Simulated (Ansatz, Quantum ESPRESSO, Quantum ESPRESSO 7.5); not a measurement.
## 1T-PbF2, 1 layer: biaxial strain by an ASE script

Wanted: deformation of the bands of 1T-PbF2, 1 layer, driven from Python.

Method: plane-wave DFT, PBE, GBRV ultrasoft pseudopotentials (geometry by Ansatz 0.2.0 with PAW datasets; geometry under PBE), in Quantum ESPRESSO 7.5.

## Step 1: The structure

The cell holds 3 atoms: 2 F and 1 Pb. Cell: a = 2.749 Å, b = 2.749 Å, c = 17.357 Å, α = 90.0°, β = 90.0°, γ = 120.0°. It derives from PbF2. Vacuum lies along c.

This sheet is a model structure: its symmetry is held, and its stability is not tested here.

## Step 2: Relaxation with Ansatz

A relaxation in Ansatz fixes the structure of this slab for the runs on it.

The input, input.yaml:

```yaml
crystal:
  lattice:
    - [2.749142, 0.0, 0.0]
    - [-1.374571, 2.3808268106, 0.0]
    - [0.0, 0.0, 17.3573446259]
  atoms:
    - { symbol: F, position: [0.6666666667, 0.3333333333, 0.4320937425] }
    - { symbol: Pb, position: [0.0, 0.0, 0.5] }
    - { symbol: F, position: [0.3333333333, 0.6666666667, 0.5679062575] }
kpoints:
  mp_grid: { grid: [12, 12, 1] }
hamiltonian:
  xc: pbe
scf:
  occupations: { method: fermi_dirac, width: 0.05 }
  convergence: { dr2_threshold: 1.0e-08 }
efield:
  axis: 3
  dipole_correction: true
  ramp_position: 0.97
  ramp_width: 0.04
relax:
  f_tol: 0.01
  cell: { fix: [c, alpha, beta] }
output:
  write_potential: true
  write_density: true
  volumetric_format: npy
```

Run with:

```
$ ansatz run input.yaml --threads 2 --pin off --max-ram 4096MiB --backend cpu --events-out ev --progress --plain --runs-dir out
```

Numbers of over 12 decimals in the logs are rounded to 6 here.

What it wrote:

```text
Warning: relax.cell: scf.convergence.dr2_threshold = 1e-8 eV is looser than the 3e-10 eV advised for a relaxation that steers and ends on the stress (1e-10 eV for each atom of the cell: 3). What an SCF threshold leaves in a stress goes as its square root, and in the free energy as the threshold itself, and one threshold admits the most on a small cell: [figures from the program's tests cut] Set scf.convergence.dr2_threshold to 3e-10 eV or tighter. The threshold is an SCF's pass mark: one that does not reach it within its budget of iterations ends unconverged, or closes short of it on a stop that the run arms, and scf.convergence.dr2_threshold's page says what that costs each kind of run
Engine: ansatz 0.2.0, aarch64-unknown-linux-gnu
Pseudopotentials: kind: paw
Pseudopotential: F, paw, valence charge 7, recommended cutoff 420 eV (normal), F.paw.azcp
Pseudopotential: Pb, paw, valence charge 14, recommended cutoff 420 eV (normal), Pb.paw.azcp
Functional definition: PBE
  parameter kappa = 0.804
  parameter beta = 0.066725
  exchange = pbe_x(kappa = kappa, mu = beta*pi^2/3)
  correlation = pbe_c(beta = beta)
Crystal: 3 atoms, lattice volume = 113.608 Å³
Basis set: ecut = 420 eV, 2249 PW (Γ), exchange–correlation on 40×40×240 points (8 copies of the dense FFT grid, shifted against one another)
Bands: 18, of which v1, the nominal top of the filled ones, is band 14 counted from 1 (13 counted from 0)
Symmetry: 6 space group operations
k-points: 19 of 144 (time reversal used)
Non-local potential: F, projectors of the file, l = 0: 2, l = 1: 2, l = 2: 1
Non-local potential: Pb, projectors of the file, l = 0: 2, l = 1: 2, l = 2: 2, l = 3: 2
PAW form: soft (Blöchl's): semilocal exchange-correlation on the pseudo side does not see the compensation charge
PAW one-centre angular grid: F, 110 points (default); XC on 64 Gauss nodes
PAW one-centre angular grid: Pb, 590 points (default); XC on 64 Gauss nodes
Initial density: superposition of atomic densities (neutral atoms: chi_scale 0, normalization atom), corrected by the library's trained network
Initial wavefunctions: pseudopotential atomic-orbital guess
Functional: x = pbe(κ = 0.804, μ = 0.219515), c = pbe(β = 0.066725)
SCF iter   1: F=—  HF=-13512.198924 eV  |F-HF|=—  |Δ(HF+E_count)|=         —  Δρ=1.46e-2  dr2=1.43e-1  ethr=1.77e-3  p=-0.001 e·Å  D=-2.00e-3 V/Å  ΔV_dip=0.03 eV  dr2_dipole=4.43e-6  V_vac-E_F(+/−)=2.95/2.92 eV  ⟨swp⟩=10.2  Hψ=2735  notcnv=0
efield: sawtooth ramp at fractional position 0.9700 (set: `efield.ramp_position`, or a place that a band, a saddle search or an elastic batch's reference lends), width 0.0400; the density the first Hamiltonian is built on has a dipole p = -0.001 e·Å; the dipole correction subtracts the counter field D = -2.00e-3 V/Å, which shifts the + side's vacuum level by +0.03 eV against the − side's; the planar-averaged density in the ramp window peaks in size at 2.2e-4 e/Å³
preconditioner: auto → LDOS  [metal: Δε(μ)=0.111 eV  Ē_g=20.365 eV  σ=0.050 eV  W_gap=0.47  n_scr=10 (ndim 8)  ℏωp=18.4 eV  f_vac=0.713  D(μ)=0.32/eV (n_scr^D=2)  β→1.0]
SCF iter   2: F=—  HF=-13512.197345 eV  |F-HF|=—  |Δ(HF+E_count)|=   1.58e-3  Δρ=1.21e-2  dr2=8.65e-2  ethr=5.11e-4  p=0.000 e·Å  D=3.94e-4 V/Å  ΔV_dip=-0.01 eV  dr2_dipole=1.39e-6  V_vac-E_F(+/−)=2.06/2.06 eV  ⟨swp⟩=4.1  Hψ=1048  notcnv=0
SCF iter   3: F=—  HF=-13512.167968 eV  |F-HF|=—  |Δ(HF+E_count)|=   2.94e-2  Δρ=7.75e-4  dr2=5.22e-4  ethr=3.09e-4  p=-0.000 e·Å  D=-2.37e-4 V/Å  ΔV_dip=0.00 eV  dr2_dipole=1.27e-7  V_vac-E_F(+/−)=2.52/2.52 eV  ⟨swp⟩=3.8  Hψ=965  notcnv=0
SCF iter   4: F=—  HF=-13512.167893 eV  |F-HF|=—  |Δ(HF+E_count)|=   7.51e-5  Δρ=3.52e-4  dr2=8.51e-5  ethr=1.86e-6  p=0.000 e·Å  D=8.60e-5 V/Å  ΔV_dip=-0.00 eV  dr2_dipole=6.39e-8  V_vac-E_F(+/−)=2.47/2.47 eV  ⟨swp⟩=4.0  Hψ=909  notcnv=0
SCF iter   5: F=—  HF=-13512.167879 eV  |F-HF|=—  |Δ(HF+E_count)|=   1.41e-5  Δρ=7.94e-5  dr2=3.80e-6  ethr=3.04e-7  p=-0.000 e·Å  D=-4.41e-5 V/Å  ΔV_dip=0.00 eV  dr2_dipole=2.00e-8  V_vac-E_F(+/−)=2.47/2.47 eV  ⟨swp⟩=2.8  Hψ=749  notcnv=0
SCF iter   6: F=—  HF=-13512.167880 eV  |F-HF|=—  |Δ(HF+E_count)|=   1.06e-6  Δρ=2.89e-5  dr2=8.07e-7  ethr=1.36e-8  p=0.000 e·Å  D=8.28e-5 V/Å  ΔV_dip=-0.00 eV  dr2_dipole=6.06e-8  V_vac-E_F(+/−)=2.47/2.47 eV  ⟨swp⟩=3.5  Hψ=762  notcnv=0
SCF iter   7: F=—  HF=-13512.167880 eV  |F-HF|=—  |Δ(HF+E_count)|=   7.33e-8  Δρ=1.59e-5  dr2=1.51e-7  ethr=2.88e-9  p=-0.000 e·Å  D=-3.88e-6 V/Å  ΔV_dip=0.00 eV  dr2_dipole=4.13e-10  V_vac-E_F(+/−)=2.47/2.47 eV  ⟨swp⟩=2.4  Hψ=623  notcnv=0
SCF iter   8: F=-13512.167880 eV  HF=-13512.167880 eV  |F-HF|=4.19e-9  |Δ(HF+E_count)|=   1.94e-8  Δρ=2.80e-6  dr2=4.80e-9  ethr=3.57e-11  p=0.000 e·Å  D=4.37e-6 V/Å  ΔV_dip=-0.00 eV  dr2_dipole=7.69e-12  V_vac-E_F(+/−)=2.47/2.47 eV  ⟨swp⟩=10.7  Hψ=3285  notcnv=0
SCF 1 converged in 8 iterations: F = -13512.167880 eV  dr2 = 4.80e-9
  greatest PAW one-centre occupation: 0.994 electrons in one spin orbital (limit 2), on the Pb atom at site 1 (counted from 0), in its partial waves of l = 2
relax step   1: F+E_penalty+E_count = -13512.16787962 eV  Δ(F+E_penalty+E_count) = +0.000e0 eV  max|allowed force component| = 1.525e1 eV/Å  Δτ_max = 0.0000 Å  P = +56.915 GPa  Ω = 113.608 Å³  fix = [c, alpha, beta]  reactions: c +50.680 GPa  (8 SCF iters, accepted)
Crystal: 3 atoms, lattice volume = 120.488 Å³
Basis set: ecut = 420 eV, 2387 PW (Γ), exchange–correlation on 40×40×240 points (8 copies of the dense FFT grid, shifted against one another)
Initial density: handed on by an earlier stage of this run
Initial wavefunctions: those handed on with the density
iter 1 solved again at ethr=2.20e-3 eV; its pass at ethr=3.10e-3 eV (dr2=6.17e-1 eV) is discarded
SCF iter   1: F=—  HF=-13518.511517 eV  |F-HF|=—  |Δ(HF+E_count)|=         —  Δρ=2.10e-2  dr2=6.17e-1  ethr=2.20e-3  p=0.000 e·Å  D=5.47e-6 V/Å  ΔV_dip=-0.00 eV  dr2_dipole=1.36e-11  V_vac-E_F(+/−)=4.08/4.08 eV  ⟨swp⟩=1.1  Hψ=2873  notcnv=0
efield: sawtooth ramp at fractional position 0.9700 (set: `efield.ramp_position`, or a place that a band, a saddle search or an elastic batch's reference lends), width 0.0400; the density the first Hamiltonian is built on has a dipole p = 0.000 e·Å; the dipole correction subtracts the counter field D = 5.47e-6 V/Å, which shifts the + side's vacuum level by -0.00 eV against the − side's; the planar-averaged density in the ramp window peaks in size at 2.7e-6 e/Å³
[...]
relax step  22: F+E_penalty+E_count = -13524.29510106 eV  Δ(F+E_penalty+E_count) = -8.336e-4 eV  max|allowed force component| = 1.182e-3 eV/Å  Δτ_max = 0.0179 Å  P = +0.044 GPa  Ω = 237.503 Å³  energy of the carried Pulay correction = -1.974e-3 eV  fix = [c, alpha, beta]  reactions: c +0.000 GPa  (7 SCF iters, accepted)
relax step  23: F+E_penalty+E_count = -13524.29451872 eV  Δ(F+E_penalty+E_count) = +5.823e-4 eV  max|allowed force component| = 5.294e-4 eV/Å  Δτ_max = 0.0075 Å  P = +0.003 GPa  Ω = 238.645 Å³  energy of the carried Pulay correction = -2.808e-3 eV  fix = [c, alpha, beta]  reactions: c +0.004 GPa  (6 SCF iters, accepted)
iter 1 solved again at ethr=3.00e-8 eV; its pass at ethr=3.10e-3 eV (dr2=8.40e-6 eV) is discarded
SCF iter   1: F=—  HF=-13524.297173 eV  |F-HF|=—  |Δ(HF+E_count)|=         —  Δρ=8.55e-5  dr2=2.47e-6  ethr=3.00e-8  p=-0.000 e·Å  D=-1.47e-6 V/Å  ΔV_dip=0.00 eV  dr2_dipole=5.93e-11  V_vac-E_F(+/−)=5.21/5.21 eV  ⟨swp⟩=4.4  Hψ=3222  notcnv=0
efield: sawtooth ramp at fractional position 0.9700 (set: `efield.ramp_position`, or a place that a band, a saddle search or an elastic batch's reference lends), width 0.0400; the density the first Hamiltonian is built on has a dipole p = -0.000 e·Å; the dipole correction subtracts the counter field D = -1.47e-6 V/Å, which shifts the + side's vacuum level by +0.00 eV against the − side's; the planar-averaged density in the ramp window peaks in size at 7.4e-8 e/Å³
preconditioner: auto → Resta (q_TF=auto, 1.909 Å⁻¹)  ε∞=1.6  [insulator: Δε(μ)=3.462 eV  Ē_g=16.036 eV  σ=0.050 eV  W_gap=1.00  n_scr=28 (ndim 8)  ℏωp=12.7 eV  f_vac=0.745  D(μ)=0.00/eV (n_scr^D=0)  ε∞_Penn≈1.6  vacuum switching on, ρ_ref=1.9e-2 e/Å³]
SCF iter   2: F=—  HF=-13524.297318 eV  |F-HF|=—  |Δ(HF+E_count)|=   1.46e-4  Δρ=3.79e-5  dr2=1.03e-6  ethr=8.80e-9  p=0.000 e·Å  D=1.59e-6 V/Å  ΔV_dip=-0.00 eV  dr2_dipole=5.51e-11  V_vac-E_F(+/−)=5.21/5.21 eV  ⟨swp⟩=2.0  Hψ=608  notcnv=0
SCF iter   3: F=—  HF=-13524.297371 eV  |F-HF|=—  |Δ(HF+E_count)|=   5.31e-5  Δρ=2.11e-5  dr2=1.96e-7  ethr=3.67e-9  p=-0.000 e·Å  D=-1.59e-6 V/Å  ΔV_dip=0.00 eV  dr2_dipole=5.89e-11  V_vac-E_F(+/−)=5.21/5.21 eV  ⟨swp⟩=2.0  Hψ=456  notcnv=0
iter 4 met the thresholds in force, and the SCF goes on: an eigenvalue changes by 4.25 meV, over its tolerance of 3.16 meV (output.eigenvalues, Limitations)
SCF iter   4: F=-13524.297397 eV  HF=-13524.297397 eV  |F-HF|=3.31e-7  |Δ(HF+E_count)|=   2.54e-5  Δρ=1.52e-6  dr2=2.10e-9  ethr=3.57e-11  p=0.000 e·Å  D=1.22e-6 V/Å  ΔV_dip=-0.00 eV  dr2_dipole=3.33e-11  V_vac-E_F(+/−)=5.21/5.21 eV  ⟨swp⟩=10.5  Hψ=2843  notcnv=0
iter 5 met the thresholds in force, and the SCF goes on: an eigenvalue changes by 7.84 meV, over its tolerance of 3.16 meV (output.eigenvalues, Limitations)
SCF iter   5: F=-13524.297397 eV  HF=-13524.297397 eV  |F-HF|=4.12e-8  |Δ(HF+E_count)|=   2.88e-7  Δρ=1.23e-6  dr2=3.32e-9  ethr=7.51e-12  p=-0.000 e·Å  D=-2.82e-6 V/Å  ΔV_dip=0.00 eV  dr2_dipole=1.80e-10  V_vac-E_F(+/−)=5.21/5.21 eV  ⟨swp⟩=7.6  Hψ=2376  notcnv=0
Mixer restart at iter 5: flushing history
SCF iter   6: F=-13524.297397 eV  HF=-13524.297397 eV  |F-HF|=4.65e-8  |Δ(HF+E_count)|=   5.34e-8  Δρ=4.08e-6  dr2=4.56e-8  ethr=7.51e-12  p=0.000 e·Å  D=1.37e-5 V/Å  ΔV_dip=-0.00 eV  dr2_dipole=3.28e-9  V_vac-E_F(+/−)=5.21/5.21 eV  ⟨swp⟩=3.0  Hψ=668  notcnv=0  κ⁻¹=1.0e0(r=1)
SCF iter   7: F=-13524.297397 eV  HF=-13524.297397 eV  |F-HF|=6.18e-11  |Δ(HF+E_count)|=   9.66e-9  Δρ=1.37e-7  dr2=6.62e-11  ethr=7.51e-12  p=-0.000 e·Å  D=-1.08e-6 V/Å  ΔV_dip=0.00 eV  dr2_dipole=7.82e-12  V_vac-E_F(+/−)=5.21/5.21 eV  ⟨swp⟩=6.1  Hψ=2191  notcnv=0
SCF 24 converged in 7 iterations: F = -13524.297397 eV  dr2 = 6.62e-11
relax step  24: F+E_penalty+E_count = -13524.29739720 eV  Δ(F+E_penalty+E_count) = -2.878e-3 eV  max|allowed force component| = 7.561e-4 eV/Å  Δτ_max = 0.0000 Å  P = +0.010 GPa  Ω = 238.645 Å³  fix = [c, alpha, beta]  reactions: c +0.000 GPa  stress off target by 1.47e-2 GPa on what of the cell is left free  SCF on the basis re-selected at this cell (its energy is not comparable with the rows above)  (7 SCF iters)
basis re-selected at this cell: Δ(F+E_penalty+E_count) = -2.878e-3 eV, ΔP = +0.007 GPa vs the last step (what re-selecting the basis moved, of the pressure what is left beyond the Pulay correction that the steps carried, after the strain that the cell walked since its last selection, with what the two solves' SCF thresholds leave and, on support functions, any second-order correction that the steps lacked; it is no m [...]
WARN: The output density's exchange-correlation potential varies sharply where the density is thin. Do not read a vacuum level from v_tot or v_xc, or from such a field of the output density. On a cell that repeats whose density bears no net charge and no dipole along the vacuum's axis use v_es (v_loc + v_h of the components); under efield.dipole_correction with no amplitude use v_es + v_field, which holds any externa [...]
SCF converged after 7 iterations
an eigenvalue changed by more than its tolerance at an iteration that met the thresholds in force, so the SCF went on 2 times, its first undamped step at iteration 5: the last check found none over its tolerance
Free energy (F): -13524.297397 eV
Harris-Foulkes:  -13524.297397 eV  (|F-HF|=6.18e-11)
Internal energy: -13524.297397 eV  (E = F + TS)
E sigma→0 (E₀):  -13524.297397 eV
Fermi energy:    -2.544487 eV
Dipole field:    D = 0.000002 V/Å  (p = 0.000003 e·Å, saw-weighted, corrected)
Work function:   Φ+ = 5.2145 eV   Φ− = 5.2146 eV
Levels:          The Fermi level and band energies are counted from a zero that moves with the ramp; work functions are not
--- Per-component energies (eV) ---
  E_band       = -387.965056
  E_kinetic    = 697.027718
  E_local      = -12596.212852  (includes V_loc(G=0)·N_el)
  E_nonlocal   = 496.967890
  E_hartree    = 5905.228624
  E_xc         = -380.955853
  E_vxc        = -337.200635  (∫ρ·V_xc dr)
  E_paw        = -10801.970632  (= ΣΔE_a)
  E_vpaw       = -459.008467  (= ΣTr[D̂ρ^β])
  E_aug_tail   = 0.004112  (compensation charges beyond the density's cutoff)
  E_efield     = 0.000000  (sawtooth field / dipole correction)
  E_vefield    = -0.000011  (∫n·V_field dr)
  E_ewald      = 3155.613595
  E_smearing   = -0.000000  (= −TS)
  E_closure    = -0.000000  (closes the sum)
  Σ components = -13524.297397   (vs F -13524.297397, Δ=0.00e0)
--- Forces (eV/Å), atoms counted from 1 ---
  atom   1  F      0.00000000     0.00000000    -0.00075701
  atom   2  Pb     0.00000000    -0.00000000     0.00001072
  atom   3  F      0.00000000    -0.00000000     0.00074345
  max |Σ_I F_I| component: 2.84e-6 eV/Å
--- Stress (GPa, compression-positive) ---
        0.014712       0.000000       0.000000
        0.000000       0.014712      -0.000000
        0.000000      -0.000000       0.000332
  P = ⅓ Tr σ = 0.0099 GPa (0.099 kbar)
--- Band table (eV; the first three rows and the last of 19) ---
  k-point 0: bands = [... 10 lower, -6.4777, -6.4777, -6.1376, -5.6963, -0.8552, 2.2239, 2.8251, 3.1777]
  k-point 1: bands = [... 10 lower, -6.4533, -6.4091, -6.1055, -5.6093, -0.7560, 2.2145, 2.9042, 2.9103]
  k-point 2: bands = [... 10 lower, -6.4141, -6.3229, -6.0596, -5.3740, -0.4869, 1.9356, 2.8340, 3.1610]
  k-point 18: bands = [... 10 lower, -6.8054, -6.0087, -6.0087, -4.3175, 1.1350, 1.8229, 1.8229, 5.6305]
--- Relaxed structure (20 steps of the walk, 19 accepted, 4 SCFs on fresh bases) ---
  F+E_penalty+E_count = -13524.29739720 eV   max|allowed force component| = 7.561e-4 eV/Å   (the final SCF, on the basis selected at the relaxed cell)
  cell:  # Å, volume = 238.6445 Å³
    - [3.984454, 0, 0]
    - [-1.992227, 3.450638, 0]
    - [0, 0, 17.3573446259]
  atoms:
    - { symbol: F, position: [0.666667, 0.333333, 0.442608] }
    - { symbol: Pb, position: [0, 0, 0.500000] }
    - { symbol: F, position: [0.333333, 0.666667, 0.557392] }
```

The job ended after 2 min (2 threads of Arm Neoverse N1, shared host; peak memory 0.45 GiB).

The steps of the relaxation (22 of 24):

| step | energy less that of the first step (eV) | largest force component (eV/Å) | pressure (GPa) | volume (Å³) |
| --- | --- | --- | --- | --- |
| 1 | 0.0000 | 15.2457 | 56.92 | 113.61 |
| 2 | -6.0926 | 6.8560 | 29.27 | 120.49 |
| 3 | -8.6745 | 2.8902 | 14.50 | 132.14 |
| 4 | -9.7464 | 1.1101 | 6.54 | 144.33 |
| 5 | -10.1405 | 0.2886 | 1.09 | 157.39 |
| 6 | -10.1616 | 0.0481 | -0.64 | 161.67 |
| 8 | -10.1626 | 0.0001 | -0.60 | 161.13 |
| 9* | -10.8481 | 0.0271 | 4.12 | 161.13 |
| 10 | -11.2787 | 0.0022 | 2.96 | 174.94 |
| 11 | -11.5597 | 0.1472 | 1.40 | 189.10 |
| 12 | -11.6825 | 0.1445 | -0.02 | 203.66 |
| 13 | -11.6856 | 0.0689 | -0.38 | 208.50 |
| 14 | -11.6876 | 0.0691 | 0.04 | 207.31 |
| 15 | -11.6877 | 0.0011 | -0.17 | 207.92 |
| 16* | -11.9514 | 0.0102 | 1.30 | 207.92 |
| 17 | -12.0239 | 0.0139 | 0.94 | 215.68 |
| 19 | -12.0771 | 0.0095 | -0.10 | 235.85 |
| 20 | -12.0796 | 0.0033 | -0.01 | 234.59 |
| 21* | -12.1264 | 0.0004 | 0.16 | 234.59 |
| 22 | -12.1272 | 0.0012 | 0.04 | 237.50 |
| 23 | -12.1266 | 0.0005 | 0.00 | 238.64 |
| 24* | -12.1295 | 0.0008 | 0.01 | 238.64 |

Relaxation steps marked * repeat the geometry before them on a plane-wave basis chosen anew for their cell, so energy and pressure can jump there. Other such steps can lie between the rows shown. Relaxation step 14 was tried and not accepted.

Forces are held to the 6 operations that the run works with; a distortion that breaks them can't arise in this run.

| cell as run | before | after | change |
| --- | --- | --- | --- |
| a (Å) | 2.749 | 3.984 | +44.9 % |
| b (Å) | 2.749 | 3.984 | +44.9 % |

The atoms that moved most (Å, along periodic axes as changes of fractional coordinates times the final cell, across vacuum about the mean position):

| atom | dx | dy | dz | length |
| --- | --- | --- | --- | --- |
| F1 | 0.000 | 0.000 | 0.183 | 0.183 |
| F3 | 0.000 | 0.000 | -0.183 | 0.183 |

Final coordinates:

```xyz
3
Lattice="3.9845 0.0000 0.0000 -1.9922 3.4506 0.0000 0.0000 0.0000 17.3573" Properties=species:S:1:pos:R:3
F     1.9922    1.1502    7.6825
Pb    0.0000    0.0000    8.6787
F     0.0000    2.3004    9.6748
```

Numbers from this step:

```
free energy                                                      : -13524.2974 eV
Fermi energy                                                     : -2.544 eV
gap by band count                                                : 3.462 eV
symmetry operations                                              : 6
dipole along the normal                                          : 3.12e-6 e·Å
vacuum level at the upper face over a Fermi level inside the gap : 5.215 eV
vacuum level at the lower face over a Fermi level inside the gap : 5.215 eV
```

(Continued in part 2 of 2.)

[Logs are printed without paths, hosts, clocks, repeated set-up lines and the standing remarks that a program may print on its own settings, such as how far it seeks lower states.]

[Hosts, paths, dates, database ids (printed as entryN), source tags and the programs' standing remarks are cut or masked in the printed files.]

[Maps of the electrostatic potential energy from Ansatz leave out the sawtooth potential of an applied field or a dipole correction, so their vacuum need not be flat; planar profiles and work functions include it.]
